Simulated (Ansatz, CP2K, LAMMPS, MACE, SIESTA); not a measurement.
# Glassy B2O3 (100 atoms) in SIESTA

Aim: run glassy B2O3 (100 atoms) in SIESTA and see how near its forces come to a plane-wave reference, and at what cost.

Method: the method is named at each step, in SIESTA 5.4.2.

### 1. Set-up

The cell holds 100 atoms: 40 B and 60 O. Cell: a = 10.567 Å, b = 10.567 Å, c = 10.567 Å, α = 90.0°, β = 90.0°, γ = 90.0°. 100 atoms (40 B, 60 O) placed at random at 1.93 g/cm³, melted at 3000 K for 20 ps at fixed volume with the Buckingham and Coulomb pair potential of Guillot and Sator (Geochim. Cosmochim. Acta 71, 1249 (2007)) with the boron terms of Wang et al. (J. Non-Cryst. Solids 498, 294 (2018)). Quenched from 3000 K to 300 K at 100 K/ps and fixed volume, held 10 ps at zero pressure.

The yardstick, on the same geometry:

| Property | Result |
| --- | --- |
| method | Kohn-Sham DFT, PBE, PAW, plane waves (Ansatz 0.2.0); cutoff 420 eV, Γ point, fermi-dirac smearing of 0.05 eV; PAW set soft_2 |
| r.m.s. force component | 0.8661 eV/Å |
| longest force | 3.467 eV/Å |
| gap (highest filled to lowest empty level) | 4.468 eV |
| SCF cycles | 9 |
| time | 3.3 s on 16 threads of Arm Neoverse V2, shared host |
| CPU time | 42 s |

### 2. PBE, DZP, shift 0.01 Ry, mesh 350 Ry

Method: Kohn-Sham DFT, PBE, PseudoDojo 0.4.1 norm-conserving pseudopotentials (converted to PSML), numerical atomic orbitals (DZP), diagonalisation.

The .psml files are PseudoDojo norm-conserving potentials that we converted to this format, checked against plane waves on the same files for H, C, O, Si, Ge and Ca alone.

Input file input.fdf:

```
SystemLabel cell
NumberOfAtoms 100
NumberOfSpecies 2
%block ChemicalSpeciesLabel
  1 5 B
  2 8 O
%endblock ChemicalSpeciesLabel
LatticeConstant 1.0 Ang
%block LatticeVectors
  10.56688 0.00000 0.00000
  0.00000 10.56688 0.00000
  0.00000 0.00000 10.56688
%endblock LatticeVectors
PAO.BasisSize DZP
PAO.EnergyShift 0.01 Ry
XC.Functional GGA
XC.Authors PBE
MeshCutoff 350 Ry
%block kgrid_Monkhorst_Pack
  1 0 0 0.0
  0 1 0 0.0
  0 0 1 0.0
%endblock kgrid_Monkhorst_Pack
SolutionMethod diagon
OccupationFunction FD
ElectronicTemperature 580 K
SCF.Mixer.Method Pulay
SCF.Mixer.Weight 0.15
SCF.Mixer.History 8
SCF.Mix Hamiltonian
MaxSCFIterations 150
SCF.DM.Tolerance 1e-04
SCF.H.Tolerance 1.0e-3 eV
WriteForces T
Write.HirshfeldPop T
Write.VoronoiPop T
Write.DM F
Write.H F
XML.Write F
AtomicCoordinatesFormat Fractional
%block AtomicCoordinatesAndAtomicSpecies
  0.30454 0.29035 0.62558 1
  0.01913 0.14440 0.65996 1
  0.35022 0.22682 0.39089 1
  0.43007 0.28064 0.01116 1
  0.23649 0.61797 0.87921 1
  0.70133 0.39135 0.39154 1
  0.96034 0.79806 0.63534 1
  0.89323 0.38152 0.06613 1
  0.70971 0.82696 0.68785 1
  0.85316 0.11936 0.04977 1
  0.83388 0.53414 0.25345 1
  0.11402 0.44709 0.58004 1
  0.06494 0.78366 0.22872 1
  0.03301 0.72795 0.98122 1
  0.16499 0.94871 0.69203 1
  0.07287 0.36551 0.27499 1
  0.20050 0.58933 0.33286 1
  0.81803 0.48044 0.84550 1
  0.91565 0.98488 0.25436 1
  0.62949 0.14300 0.38064 1
  0.86795 0.72619 0.41546 1
  0.81722 0.13332 0.80120 1
  0.61357 0.69339 0.14238 1
  0.94671 0.18395 0.41324 1
  0.85686 0.43236 0.59144 1
  0.58637 0.90845 0.95321 1
  0.34577 0.91754 0.86528 1
  0.62827 0.60650 0.77632 1
  0.39338 0.82817 0.48476 1
  0.54561 0.07527 0.14130 1
  0.42317 0.56181 0.05918 1
  0.67039 0.05751 0.62637 1
  0.39359 0.45550 0.27572 1
  0.77568 0.74967 0.97922 1
  0.18825 0.23402 0.07809 1
  0.20888 0.98155 0.07750 1
  0.62582 0.78536 0.38438 1
  0.26366 0.64871 0.62307 1
  0.27747 0.99159 0.31816 1
  0.47181 0.40362 0.78954 1
  0.87596 0.02012 0.13537 2
  0.90421 0.07265 0.35164 2
  0.47779 0.35134 0.91191 2
  0.29835 0.27312 0.01749 2
  0.94208 0.14687 0.76804 2
  0.15321 0.10575 0.06140 2
  0.49033 0.18466 0.08241 2
  0.90340 0.46598 0.16468 2
  0.79574 0.11069 0.92828 2
  0.96911 0.17767 0.54175 2
  0.98494 0.28812 0.34331 2
  0.14412 0.70703 0.30387 2
  0.87906 0.42558 0.94427 2
  0.18443 0.55806 0.56659 2
  0.33896 0.21974 0.52212 2
  0.83208 0.43769 0.71972 2
[... 40 atom lines left out ...]
  0.12979 0.07512 0.66605 2
  0.42798 0.46700 0.14946 2
  0.51574 0.65278 0.06620 2
  0.90568 0.73919 0.94732 2
%endblock AtomicCoordinatesAndAtomicSpecies
```

Launch:

```console
$ OMP_NUM_THREADS=1 mpirun -np 4 siesta < input.fdf > output.txt
```

Log:

```text
Version         : 5.4.2
reinit: System Name:
reinit: System Label: cell
initatom: Reading input for the pseudopotentials and atomic orbitals ----------
Species number:   1 Atomic number:    5 Label: B
Species number:   2 Atomic number:    8 Label: O
Ground state valence configuration (from tables):   2s02  2p01  3d00  4f00
Ground state valence configuration (from tables):   2s02  2p04  3d00  4f00
---- Processing specs for species: B
GGA--PBE XC_GGA_X_PBE--XC_GGA_C_PBE pb
---- Processing specs for species: O
GGA--PBE XC_GGA_X_PBE--XC_GGA_C_PBE pb
B pseudopotential only contains V_ls up to l=1 -- lmxkb reset.
O pseudopotential only contains V_ls up to l=2 -- lmxkb reset.
Using PAO.SplitTailNorm
%block ChemicalSpeciesLabel
    1    5 B                       # Species index, atomic number, species label
    2    8 O                       # Species index, atomic number, species label
%endblock ChemicalSpeciesLabel
%block PAO.Basis                 # Define Basis set
B                     2                    # Species label, number of l-shells
 n=2   0   2                         # n, l, Nzeta
   5.254      3.670
   1.000      1.000
 n=2   1   2 P   1                   # n, l, Nzeta, Polarization, NzetaPol
   6.393      4.475
   1.000      1.000
O                     2                    # Species label, number of l-shells
 n=2   0   2                         # n, l, Nzeta
   3.532      2.299
   1.000      1.000
 n=2   1   2 P   1                   # n, l, Nzeta, Polarization, NzetaPol
   4.300      2.782
   1.000      1.000
%endblock PAO.Basis
coor:   Atomic-coordinates input format  =     Fractional
siesta: System type = bulk
initatomlists: Number of atoms, orbitals, and projectors:    100  1300  1100
siesta: ******************** Simulation parameters ****************************
Total number of electrons:   480.000000
Total ionic charge:   480.000000
 Kpoints in:            1 . Kpoints trimmed:            1
siesta: k-grid: Number of k-points = 1
siesta: k-points from Monkhorst-Pack grid
siesta: k-cutoff (effective) =     5.283 Ang
siesta: k-point supercell and displacements
siesta: k-grid:     1     0     0      0.000
siesta: k-grid:     0     1     0      0.000
siesta: k-grid:     0     0     1      0.000
                     ====================================
                        Single-point calculation
                     ====================================
outcell: Unit cell vectors (Ang):
       10.566880    0.000000    0.000000
        0.000000   10.566880    0.000000
        0.000000    0.000000   10.566880
outcell: Cell vector modules (Ang)   :   10.566880   10.566880   10.566880
outcell: Cell angles (23,13,12) (deg):     90.0000     90.0000     90.0000
outcell: Cell volume (Ang**3)        :   1179.8868
Gamma-point calculation with multiply-connected orbital pairs
Gamma-point calculation with multiply-connected orbital pairs
Folding of H and S implicitly performed
Folding of H and S implicitly performed
new_DM -- step:     1
Initializing Density Matrix...
Attempting to read DM from file... Failed...
DM filled with atomic data:
InitMesh: MESH = 120 x 120 x 120 = 1728000
InitMesh: Mesh cutoff (required, used) =   350.000   356.427 Ry
stepf: Fermi-Dirac step function
        iscf     Eharris(eV)        E_KS(eV)     FreeEng(eV)     dDmax    Ef(eV) dHmax(eV)
   scf:    1   -30220.376272   -30230.329495   -30230.329495  1.707810 -3.874669  5.895137
   scf:    2   -30267.351677   -30250.280084   -30250.280084  0.028723 -6.633842  3.649623
   scf:    3   -30266.966667   -30262.751372   -30262.751372  0.042624 -4.591864  0.307872
   scf:    4   -30262.823043   -30262.810255   -30262.810255  0.011352 -4.594807  0.181780
   scf:    5   -30262.847707   -30262.831931   -30262.831931  0.002809 -4.579046  0.095263
   scf:    6   -30262.850711   -30262.842555   -30262.842555  0.006551 -4.574714  0.026901
   scf:    7   -30262.844105   -30262.843459   -30262.843459  0.001559 -4.571474  0.007937
   scf:    8   -30262.843475   -30262.843491   -30262.843491  0.000273 -4.570813  0.012659
   scf:    9   -30262.843599   -30262.843561   -30262.843561  0.000227 -4.569772  0.001587
   scf:   10   -30262.843568   -30262.843565   -30262.843565  0.000066 -4.569529  0.000416
SCF Convergence by DM+H criterion
max |DM_out - DM_in|         :     0.0000661390
max |H_out - H_in|      (eV) :     0.0004162602
SCF cycle converged after 10 iterations
Using DM_out to compute the final energy and forces
siesta: E_KS(eV) =           -30262.8436
siesta: E_KS - E_eggbox =    -30262.8436
siesta: Atomic forces (eV/Ang):
     1    0.110653    2.500946   -0.936954
     2   -1.623068   -1.420317   -0.772403
     3   -1.431321   -1.166913    0.792295
     4   -1.633286   -2.082211   -0.425095
     5    0.432803    0.916190   -0.122823
     6    2.532008   -0.187827   -0.221613
     7   -1.575465    1.662229   -1.024830
     8   -1.573594   -2.113500   -0.768485
     9    1.397341   -1.082601    0.127016
    10    0.452181    1.917368   -0.413005
    11    0.317437    0.567599    1.543038
    12   -0.163985   -0.155855    0.865981
[...]
96   -1.133576    0.927375    0.188056
    97    0.769514   -0.598713   -0.001298
    98    0.195175   -1.172340    0.503230
    99   -0.016747    0.208758   -0.493888
   100   -0.006539    0.211067   -0.243910
----------------------------------------
   Tot   -0.001764    0.003815   -0.003789
----------------------------------------
   Max    2.920294
   Res    0.876840    sqrt( Sum f_i^2 / 3N )
----------------------------------------
   Max    2.920294    constrained
Stress tensor Voigt[x,y,z,yz,xz,xy] (kbar):       79.34       88.01       90.17       -7.61       18.67       -5.02
(Free)E + p*V (eV/cell)   -30326.0585
Target enthalpy (eV/cell)   -30262.8436
siesta: Program's energy decomposition (eV):
siesta: Ebs     =     -7128.456672
siesta: Eions   =     45586.363046
siesta: Ena     =      7459.946290
siesta: Ekin    =     20481.668304
siesta: Enl     =     -4366.598320
siesta: DEna    =      -118.497093
siesta: DUscf   =        23.625666
siesta: Ex      =     -7594.492295
siesta: Ec      =      -562.133072
siesta: Exc     =     -8156.625366
siesta: Eharris =    -30262.843568
siesta: Etot    =    -30262.843565
siesta: FreeEng =    -30262.843565
siesta: Final energy (eV):
siesta:  Band Struct. =   -7128.456672
siesta:       Kinetic =   20481.668304
siesta:       Hartree =   12516.825664
siesta:         Exch. =   -7594.492295
siesta:         Corr. =    -562.133072
siesta:   Exch.-corr. =   -8156.625366
siesta:  Ion-electron =  -43440.461365
siesta:       Ion-ion =  -11664.250801
siesta:         Total =  -30262.843565
siesta:         Fermi =      -4.569529
siesta: Stress tensor (static) (eV/Ang**3):
siesta:     0.049521   -0.003136    0.011652
siesta:    -0.003136    0.054931   -0.004748
siesta:     0.011652   -0.004748    0.056279
siesta: Cell volume =       1179.886757 Ang**3
siesta: Pressure (static):
siesta:                Solid            Molecule  Units
siesta:          -0.00058353         -0.00078079  Ry/Bohr**3
siesta:          -0.05357712         -0.07168885  eV/Ang**3
siesta:         -85.84000436       -114.85820304  kBar
    Orbital volume contribution        =          36.009234 eV
    (Free)E + p_basis*V_orbitals       =      -30226.834331 eV
    (Free)Eharris+ p_basis*V_orbitals  =      -30226.834334 eV
Hirshfeld Atomic Populations:
Atom #   charge [q] valence [e]  Species
     1     0.251894    2.748106  B
     2     0.239792    2.760208  B
     3     0.244537    2.755463  B
     4     0.218183    2.781817  B
     5     0.238043    2.761957  B
     6     0.259595    2.740405  B
     7     0.250784    2.749216  B
     8     0.258689    2.741311  B
     9     0.233697    2.766303  B
    10     0.256983    2.743017  B
    11     0.247641    2.752359  B
    12     0.238688    2.761312  B
[...]
41    -0.152056    6.152056  O
    42    -0.172506    6.172506  O
    43    -0.164436    6.164436  O
    44    -0.182669    6.182669  O
    45    -0.169963    6.169963  O
    46    -0.191197    6.191197  O
    47    -0.173035    6.173035  O
    48    -0.129559    6.129559  O
    49    -0.159615    6.159615  O
    50    -0.154332    6.154332  O
    51    -0.174741    6.174741  O
    52    -0.165824    6.165824  O
[...]
--------------------
 Total     0.000003
Voronoi Atomic Populations:
Atom #   charge [q] valence [e]  Species
[...]
36     0.313275    2.686725  B
    37     0.312380    2.687620  B
    38     0.301048    2.698952  B
    39     0.304627    2.695373  B
    40     0.307037    2.692963  B
[...]
96    -0.202715    6.202715  O
    97    -0.206333    6.206333  O
    98    -0.157929    6.157929  O
    99    -0.174295    6.174295  O
   100    -0.215037    6.215037  O
--------------------
 Total     0.000003
```

Wall time 46 s (4 MPI ranks of Arm Neoverse V2, shared host); peak memory 1.7 GiB.

Banners, paths, timers and routine set-up lines are dropped from the logs unmarked, and long logs keep their key lines alone; longer cuts are marked.

Compared with the plane-wave run:

```
r.m.s. force component                           : 0.8768 eV/Å
r.m.s. difference of force components            : 73.53 meV/Å
longest difference of force vectors              : 236.3 meV/Å
force difference over r.m.s. force               : 8.49 %
slope of forces against the reference's          : 1.009
correlation of force components                  : 0.9965
gap (highest filled to lowest empty level) : 4.316 eV
gap difference                                   : -0.1516 eV
```

Length of the force difference by element (eV/Å):

| element | atoms | mean | most |
| --- | --- | --- | --- |
| B | 40 | 0.099 | 0.21 |
| O | 60 | 0.13 | 0.24 |

Levels nearest the highest filled one (eV from it): -0.63, -0.60, -0.59, -0.55, -0.51, -0.48, -0.46, -0.37, -0.29, -0.23, -0.19, 0.00, 4.32, 4.88, 5.13, 5.21, 5.27, 5.35, 5.35, 5.45, 5.52, 5.55, 5.68, 5.72.

The surroundings of O48, whose charge lies farthest from its element's mean, nearest first, numbered as they follow in the input and with coordinates relative to it.

| atom | x | y | z | distance (Å) | bonds | Hirshfeld charge (e) | Fx | Fy | Fz (eV/Å) |
| --- | --- | --- | --- | --- | --- | --- | --- | --- | --- |
| O48 | 0.00 | 0.00 | 0.00 | 0.00 | 2 | -0.13 | 0.46 | 0.40 | -0.03 |
| B8 | -0.11 | -0.89 | -1.04 | 1.38 | 3 | 0.26 | -1.57 | -2.11 | -0.77 |
| B11 | -0.73 | 0.72 | 0.94 | 1.39 | 3 | 0.25 | 0.32 | 0.57 | 1.54 |
| O92 | -1.95 | 0.15 | 1.32 | 2.36 | 2 | -0.18 | -0.97 | -1.32 | 1.32 |
| O53 | -0.26 | -0.43 | -2.33 | 2.38 | 2 | -0.15 | 0.42 | 0.06 | -0.25 |
| B16 | 1.79 | -1.06 | 1.17 | 2.39 | 3 | 0.23 | 0.77 | -0.80 | 0.18 |
| O58 | -0.17 | 1.78 | 1.68 | 2.46 | 2 | -0.16 | -0.03 | -1.44 | -1.17 |
| O93 | -0.21 | -2.32 | -0.89 | 2.49 | 2 | -0.18 | 0.28 | 0.90 | 0.94 |
| O51 | 0.86 | -1.88 | 1.89 | 2.80 | 2 | -0.17 | 0.56 | 0.52 | -0.27 |
| O88 | 2.29 | 0.13 | 1.66 | 2.83 | 2 | -0.18 | -0.39 | -0.01 | 0.39 |
| O77 | 2.45 | -1.60 | 0.02 | 2.92 | 2 | -0.17 | -0.69 | 0.35 | 0.01 |

Forces lie 8.5 % from the reference's, at 4.4 times its CPU time (on 4 against 16 cores).

### 3. PBE, SZ, shift 0.02 Ry, mesh 350 Ry

Method: Kohn-Sham DFT, PBE, PseudoDojo 0.4.1 norm-conserving pseudopotentials (converted to PSML), numerical atomic orbitals (SZ), diagonalisation.

input.fdf, as its differences from that of step 2:

```diff
@@ -13,4 +13,4 @@
 %endblock LatticeVectors
-PAO.BasisSize DZP
-PAO.EnergyShift 0.01 Ry
+PAO.BasisSize SZ
+PAO.EnergyShift 0.02 Ry
 XC.Functional GGA
@@ -27,3 +27,3 @@
 SCF.Mixer.Method Pulay
-SCF.Mixer.Weight 0.15
+SCF.Mixer.Weight 0.2
 SCF.Mixer.History 8
```

Log:

```text
Version         : 5.4.2
reinit: System Name:
reinit: System Label: cell
initatom: Reading input for the pseudopotentials and atomic orbitals ----------
Species number:   1 Atomic number:    5 Label: B
Species number:   2 Atomic number:    8 Label: O
Ground state valence configuration (from tables):   2s02  2p01  3d00  4f00
[... lines left out ...]
        iscf     Eharris(eV)        E_KS(eV)     FreeEng(eV)     dDmax    Ef(eV) dHmax(eV)
[... lines left out ...]
SCF Convergence by DM+H criterion
[... lines left out ...]
SCF cycle converged after 10 iterations
[... lines left out ...]
   Max    3.247939
[... lines left out ...]
   Max    3.247939    constrained
Stress tensor Voigt[x,y,z,yz,xz,xy] (kbar):      -81.16      -65.06      -98.92       -5.83        3.93       -1.49
[... lines left out ...]
siesta: FreeEng =    -30117.135484
[... lines left out ...]
siesta:         Fermi =      -4.147170
[... lines left out ...]
siesta:           0.05100096          0.04600045  eV/Ang**3
siesta:          81.71254615         73.70084290  kBar
    Orbital volume contribution        =          13.428246 eV
    (Free)E + p_basis*V_orbitals       =      -30103.707238 eV
    (Free)Eharris+ p_basis*V_orbitals  =      -30103.707240 eV
Hirshfeld Atomic Populations:
Atom #   charge [q] valence [e]  Species
     1     0.256844    2.743156  B
     2     0.238602    2.761398  B
     3     0.239623    2.760377  B
[...]
41    -0.151569    6.151569  O
    42    -0.175239    6.175239  O
    43    -0.167035    6.167035  O
[...]
--------------------
 Total    -0.000012
Voronoi Atomic Populations:
Atom #   charge [q] valence [e]  Species
[...]
39     0.361782    2.638218  B
    40     0.379529    2.620471  B
[...]
99    -0.224342    6.224342  O
   100    -0.253837    6.253837  O
--------------------
 Total    -0.000012
```

The job ended after 11 s (4 MPI ranks; peak memory 0.99 GiB).

Numbers from this run, and their distance from the reference:

| Item | Value |
| --- | --- |
| r.m.s. force component | 1.015 eV/Å |
| r.m.s. difference of force components | 660.8 meV/Å |
| longest difference of force vectors | 2624 meV/Å |
| force difference over r.m.s. force | 76.3 % |
| slope of forces against the reference's | 0.8954 |
| correlation of force components | 0.7642 |
| gap (highest filled to lowest empty level) | 3.977 eV |
| gap difference | -0.4911 eV |

This is a coarse setting, run to see what it loses.

Against the first run (8.5 %), the force difference from the reference is 76 %, at 0.23 times the CPU time.

[end of part 1 of 2]

[Also dropped from logs without a mark: logging warnings of Python, and SIESTA's first energy breakdown and zero terms.]

[Logs are printed without paths, hosts, clocks, repeated set-up lines and the standing remarks that a program may print on its own settings, such as how far it seeks lower states.]

[Hosts, paths, dates, database ids (printed as entryN), source tags and the programs' standing remarks are cut or masked in the printed files.]
